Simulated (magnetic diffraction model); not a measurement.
# Er₂BeSi₂: what an assumed order does to the neutron pattern

Space group C2/m (no. 12), a = 10.0980 Å, b = 4.0580 Å, c = 9.8960 Å, β = 116.77°.

| site | atom | x | y | z |
| --- | --- | --- | --- | --- |
| 4i | Er | 0.0090 | 0 | 0.3332 |
| 4i | Er | 0.6962 | 1/2 | 0.1219 |
| 4i | Si | 0.8498 | 1/2 | 0.4456 |
| 4i | Si | 0.9898 | 1/2 | 0.1145 |
| 4i | Be | 0.2768 | 0 | 0.6561 |

The compound is invented for this exercise: a known structure type with other elements, its cell scaled to their sizes and not relaxed.

Only Er is taken to order (form factors of Er3+); orders and moment sizes are assumed, and not adapted to the symmetry. Radiation: neutrons of λ = 1.594 Å, 1.5° to 35°; isotropic B of 0.28 Å² (Er), 0.53 Å² (Si) and 0.57 Å² (Be). The intensities are simulated: I ∝ L Σ (|F_N|² + |F_M⊥|²) for unpolarised neutrons, with F_M = 2.695 fm/μB × Σ f(s) S exp(2πi Q·r) exp(−B s²) at Q = H ± k (one set where k and −k are equivalent), only the part normal to Q counting and L = 1/(sin²θ cos θ). For a modulated order the moment at position r is S exp(−2πi k·r) + c.c., with S = m/2 for a sine wave of amplitude m and S = m(u + iv)/2 for moments turning in a plane, u and v being orthogonal unit vectors in it; the phase factor of the sum at Q = H + k is then exp(2πi H·r). Form factors are spin-only for 3d ions and dipole or tabulated for f ions, scattering lengths are Sears's of 1992, and absorption is left out. A label names one of the reflections at its angle. The strongest nuclear line in the range is 100, and lines under 0.2 are left out.

Assume the order k = (0 0 1/5), moments turning in the plane of [010] and [001], 7.6 μB on Er; signs + at (0.0090, 0, 0.3332), + at (0.9910, 0, 0.6668), − at (0.6962, 1/2, 0.1219), + at (0.3038, 1/2, 0.8781).

Predict the pattern, nuclear and magnetic parts apart.

```csv
2θ (°),index,nuclear,magnetic
2.07,(0 0 1/5),0.0,27325.2
8.28,(0 0 4/5),0.0,1229.8
10.35,(0 0 1),100.0,0.0
12.43,(0 0 6/5),0.0,537.0
18.18,(2 0 -4/5),0.0,580.1
18.21,(2 0 -1),63.9,0.0
18.46,(2 0 -6/5),0.0,501.5
18.69,(0 0 9/5),0.0,393.0
19.51,(2 0 -1/5),0.0,654.8
20.37,(2 0 0),18.5,0.0
20.53,(2 0 -9/5),0.0,286.6
20.79,(0 0 2),17.3,0.0
21.40,(2 0 1/5),0.0,537.8
21.59,(2 0 -2),7.4,0.0
22.79,(2 0 -11/5),0.0,204.4
22.89,(0 0 11/5),0.0,254.2
24.57,(1 1 -1/5),0.0,624.4
24.73,(1 1 -4/5),0.0,123.5
24.88,(1 1 0),19.5,0.0
25.13,(1 1 -1),8.7,0.0
25.30,(2 0 4/5),0.0,93.7
25.35,(1 1 1/5),0.0,608.9
25.71,(1 1 -6/5),0.0,109.5
26.81,(2 0 1),26.9,0.0
27.08,(2 0 -14/5),0.0,127.0
27.71,(1 1 4/5),0.0,313.8
28.32,(1 1 -9/5),0.0,82.5
28.41,(2 0 6/5),0.0,69.8
28.69,(2 0 -3),13.3,0.0
28.77,(1 1 1),15.1,0.0
29.26,(0 0 14/5),0.0,183.8
29.44,(1 1 -2),92.4,0.0
29.94,(1 1 6/5),0.0,269.0
30.37,(2 0 -16/5),0.0,94.3
30.68,(1 1 -11/5),0.0,68.5
31.40,(0 0 3),32.7,0.0
33.55,(0 0 16/5),0.0,134.0
33.59,(2 0 9/5),0.0,91.1
34.04,(1 1 9/5),0.0,61.3
34.93,(1 1 -14/5),0.0,230.9
```

The strongest magnetic line in the range is (0 0 1/5) at 2.07° (27325.2). On top of the Lorentz factor, which all lines share, magnetic lines fade with angle because f falls: for Er3+ it is 0.96, 0.86, 0.73 and 0.47 at sin θ/λ = 0.1, 0.2, 0.3 and 0.5 Å⁻¹, while nuclear lengths stay constant. The order has no net moment.

[Logs are printed without paths, hosts, clocks, repeated set-up lines and the standing remarks that a program may print on its own settings, such as how far it seeks lower states.]
